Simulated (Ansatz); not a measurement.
# Si3N4 (I-43d): bands and screening cutoff converge together

Wanted: the G0W0 gap of Si3N4 (I-43d) over a grid of bands and cutoffs.

Main program and level: Ansatz 0.2.0; G0W0 on LDA, plane waves, PAW; PAW set soft_1.

Report form: the programs' logs are mostly left out.

## Step 1: Set-up

It takes space group I-43d (No. 220, cubic). Conventional cell: a = 6.475 Å, b = 6.475 Å, c = 6.475 Å, α = 90.00°, β = 90.00°, γ = 90.00°. Si has 4 N at 1.75 Å nearest. N has 3 Si at 1.75 Å nearest. Farther neighbours and most contacts between anions are not listed.

Structure file:

```xyz
14
Lattice="-3.2374 3.2374 3.2374 3.2374 -3.2374 3.2374 3.2374 3.2374 -3.2374" Properties=species:S:1:pos:R:3 pbc="T T T"
Si    2.4280    3.2374   -1.6187
Si   -1.6187    2.4280    3.2374
Si    0.8093    3.2374    1.6187
Si    1.6187    0.8093    3.2373
Si    3.2374   -1.6187    2.4280
Si    3.2374    1.6187    0.8093
N     1.8220    1.8220    1.8220
N     0.2033   -0.2033    3.0340
N     1.4154    4.6527   -1.4154
N     3.0340    0.2033   -0.2033
N    -1.4154    1.4154    4.6527
N     0.2033    0.2033    0.2033
N     4.6527   -1.4154    1.4154
N    -0.2033    3.0340    0.2033
```

The cell and positions come from the Crystallography Open Database and are kept as given unless a step says otherwise. This is not the form that Si3N4 usually takes at ambient conditions.

## Step 2: 108 empty bands, screening to 50 eV

G0W0 replaces the xc potential by the self-energy, built once from these orbitals. Only a window of levels is corrected, while the sums run over the empty bands that the input names. This step takes PAW set soft_1 files.

Contents of input.yaml:

```yaml
crystal:
  lattice:
    - [-3.23735, 3.23735, 3.23735]
    - [3.23735, -3.23735, 3.23735]
    - [3.23735, 3.23735, -3.23735]
  atoms:
    - { symbol: Si, position: [0.25, 0.125, 0.875] }
    - { symbol: Si, position: [0.875, 0.25, 0.125] }
    - { symbol: Si, position: [0.75, 0.375, 0.625] }
    - { symbol: Si, position: [0.625, 0.75, 0.375] }
    - { symbol: Si, position: [0.125, 0.875, 0.25] }
    - { symbol: Si, position: [0.375, 0.625, 0.75] }
    - { symbol: "N", position: [0.5628, 0.5628, 0.5628] }
    - { symbol: "N", position: [0.4372, 0.5, 0.0] }
    - { symbol: "N", position: [0.5, 0.0, 0.9372] }
    - { symbol: "N", position: [0.0, 0.4372, 0.5] }
    - { symbol: "N", position: [0.9372, 0.5, 0.0] }
    - { symbol: "N", position: [0.0628, 0.0628, 0.0628] }
    - { symbol: "N", position: [0.0, 0.9372, 0.5] }
    - { symbol: "N", position: [0.5, 0.0, 0.4372] }
kpoints:
  mp_grid: { grid: [4, 4, 4] }
hamiltonian:
  xc: lda
  pseudopotentials: { kind: paw, azcp: { folder: soft_1 }, xc_functional: pbe }
scf:
  occupations: { method: fixed }
gw:
  n_empty_bands: 108
  ecut_chi: 50
  qp_bands: [v4, c4]
  qp_kpoints: band_edges
  screening: { model: contour_deformation }
```

Command:

```console
$ ansatz run input.yaml --threads 3 --pin off --max-ram 92160MiB --backend cuda --events-out ev --progress --plain --runs-dir out --devices 1 --max-vram 13GiB
```

Run time: 11 s. Hardware: 1 × NVIDIA H100 80GB HBM3 (shared by 6 runs) with 3 threads of AMD EPYC 7R13 (Zen 3), shared host; peak memory 1.1 GiB.

This step gave:

```yaml
bands_summed: 140
rpa_eps_infinity_on_this_mesh_eigenvalues: 4.643, 4.643, 4.643
plane_waves_in_the_screening_matrix: 87
q_points_in_the_mesh: 64
g0w0_gap_on_the_mesh: 5.285 eV
k_of_the_valence_top: 0, 0, -0.5
k_of_the_conduction_bottom: 0.25, 0.25, -0.25
starting_gap_on_the_mesh: 3.944 eV
z_at_the_valence_top: 0.7977
z_at_the_conduction_bottom: 0.8376
least_direct_g0w0_gap_on_the_computed_points: 5.541 eV
```

The gap on the mesh goes from 3.94 eV to 5.29 eV, a correction of +1.34 eV. Between the two edge states, bare exchange in place of the xc potential would open the gap by 9.22 eV, and correlation takes back 7.88 eV.

## Step 3: 566 empty bands, screening to 50 eV

Changes to input.yaml since step 2:

```diff
@@ -28,3 +28,3 @@
 gw:
-  n_empty_bands: 108
+  n_empty_bands: 566
   ecut_chi: 50
```

It took 21 s on 1 × NVIDIA H100 80GB HBM3 (shared by 6 runs) with 3 threads; peak memory 1.5 GiB.

Numbers from this step:

```yaml
bands_summed: 598
rpa_eps_infinity_on_this_mesh_eigenvalues: 4.650, 4.650, 4.650
plane_waves_in_the_screening_matrix: 87
g0w0_gap_on_the_mesh: 5.226 eV
k_of_the_valence_top: 0, 0, -0.5
k_of_the_conduction_bottom: 0.25, 0.25, -0.25
starting_gap_on_the_mesh: 3.944 eV
least_direct_g0w0_gap_on_the_computed_points: 5.482 eV
```

Against the run with 4×4×4 mesh, 108 empty bands, screening to 50 eV, PAW set soft_1 files, the gap moves by −0.06 eV.

## Step 4: 308 empty bands, screening to 100 eV

Another rung: the empty bands reach about as high as the screening cutoff, so the two stay in balance.

Changes to input.yaml since step 3:

```diff
@@ -28,4 +28,4 @@
 gw:
-  n_empty_bands: 566
-  ecut_chi: 50
+  n_empty_bands: 308
+  ecut_chi: 100
   qp_bands: [v4, c4]
```

It took 14 s on 1 × NVIDIA H100 80GB HBM3 (shared by 6 runs) with 3 threads; peak memory 1.4 GiB; 20 s of CPU time.

The G0W0 gap on the mesh is 5.423 eV.

## Step 5: 1601 empty bands, screening to 100 eV

Changes to input.yaml since step 4:

```diff
@@ -28,3 +28,3 @@
 gw:
-  n_empty_bands: 308
+  n_empty_bands: 1601
   ecut_chi: 100
```

Elapsed: 3.8 min, on 1 × NVIDIA H100 80GB HBM3 (shared by 6 runs) with 3 threads; peak memory 3 GiB.

The G0W0 gap on the mesh is 5.467 eV.

## Step 6: 108 empty bands, screening to 150 eV

Changes to input.yaml since step 5:

```diff
@@ -28,4 +28,4 @@
 gw:
-  n_empty_bands: 1601
-  ecut_chi: 100
+  n_empty_bands: 108
+  ecut_chi: 150
   qp_bands: [v4, c4]
```

Run time: 12 s. Hardware: 1 × NVIDIA H100 80GB HBM3 (shared by 6 runs) with 3 threads; peak memory 1.4 GiB.

The G0W0 gap on the mesh is 5.375 eV.

## Step 7: 566 empty bands, screening to 150 eV

Changes to input.yaml since step 6:

```diff
@@ -28,3 +28,3 @@
 gw:
-  n_empty_bands: 108
+  n_empty_bands: 566
   ecut_chi: 150
```

It took 37 s on 1 × NVIDIA H100 80GB HBM3 (shared by 6 runs) with 3 threads; peak memory 1.9 GiB; 54 s of CPU time.

The G0W0 gap on the mesh is 5.574 eV.

## Step 8: 1005 empty bands, screening to 220 eV

Changes to input.yaml since step 7:

```diff
@@ -28,4 +28,4 @@
 gw:
-  n_empty_bands: 566
-  ecut_chi: 150
+  n_empty_bands: 1005
+  ecut_chi: 220
   qp_bands: [v4, c4]
```

Wall time 83 s (1 × NVIDIA H100 80GB HBM3 (shared by 6 runs) with 3 threads); peak memory 3 GiB.

The G0W0 gap on the mesh is 5.686 eV.

## Step 9: 308 empty bands, screening to 300 eV

Changes to input.yaml since step 8:

```diff
@@ -28,4 +28,4 @@
 gw:
-  n_empty_bands: 1005
-  ecut_chi: 220
+  n_empty_bands: 308
+  ecut_chi: 300
   qp_bands: [v4, c4]
```

Wall time 27 s (1 × NVIDIA H100 80GB HBM3 (shared by 6 runs) with 3 threads); peak memory 4.4 GiB.

The G0W0 gap on the mesh is 5.519 eV.

## Step 10: The grid

Start LDA, 4×4×4 mesh. Times are wall times on 1 × NVIDIA H100 80GB HBM3 (shared by 6 runs) with 3 threads of AMD EPYC 7R13 (Zen 3), shared host, good to a factor of about two.

```
cutoff (eV)  plane waves at q = 0  bands summed  gap (eV)  Σc valence (eV)  Σc conduction (eV)     time
         50                    87           140     5.285             3.89               -3.99     11 s
         50                    87           598     5.226             3.58               -4.36     21 s
        100                   321           340     5.423             3.41               -4.33     14 s
        100                   321          1633     5.467             3.23               -4.47  3.8 min
        150                   555           140     5.375             3.85               -3.95     12 s
        150                   555           598     5.574             3.15               -4.44     37 s
        220                   959          1037     5.686             2.98               -4.50     83 s
        300                  1553           340     5.519             3.33               -4.32     27 s
```

## Step 11: Summary of results

```json
{
  "140 bands, 50 eV": "5.285 eV",
  "598 bands, 50 eV": "5.226 eV",
  "340 bands, 100 eV": "5.423 eV",
  "1633 bands, 100 eV": "5.467 eV",
  "140 bands, 150 eV": "5.375 eV",
  "598 bands, 150 eV": "5.574 eV",
  "1037 bands, 220 eV": "5.686 eV",
  "340 bands, 300 eV": "5.519 eV",
  "estimated limit along the diagonal": "5.84 eV",
  "mesh and start": "4×4×4, LDA"
}
```

**Reading.** At 50 eV, going from 140 to 598 bands moves the gap by −0.06 eV. At 100 eV, going from 340 to 1633 bands moves the gap by +0.04 eV. At 150 eV, going from 140 to 598 bands moves the gap by +0.20 eV. At 140 bands, raising the cutoff from 50 to 150 eV moves it by +0.09 eV. At 598 bands, raising the cutoff from 50 to 150 eV moves it by +0.35 eV. At 340 bands, raising the cutoff from 100 to 300 eV moves it by +0.10 eV. Along the diagonal, where both rise together, the two highest rungs point to 5.84 eV. Gaps are over the mesh's points; an edge off the mesh would be missed. A low cutoff hides what high bands add, so a band series at one cutoff can look settled before the gap is.

[Paths, hosts, dates, memory and timing lines, banners, echoed tables and standing remarks are left out of the program output.]

[Logs are printed without paths, hosts, clocks, repeated set-up lines and the standing remarks that a program may print on its own settings, such as how far it seeks lower states.]

[Runs of the session that timed out or met a known fault of the program may be left out.]

[Cells called generated may have been cut or substituted from an entry of the Crystallography Open Database or the Materials Project.]

[Hosts, paths, dates, database ids (printed as entryN), source tags and the programs' standing remarks are cut or masked in the printed files.]
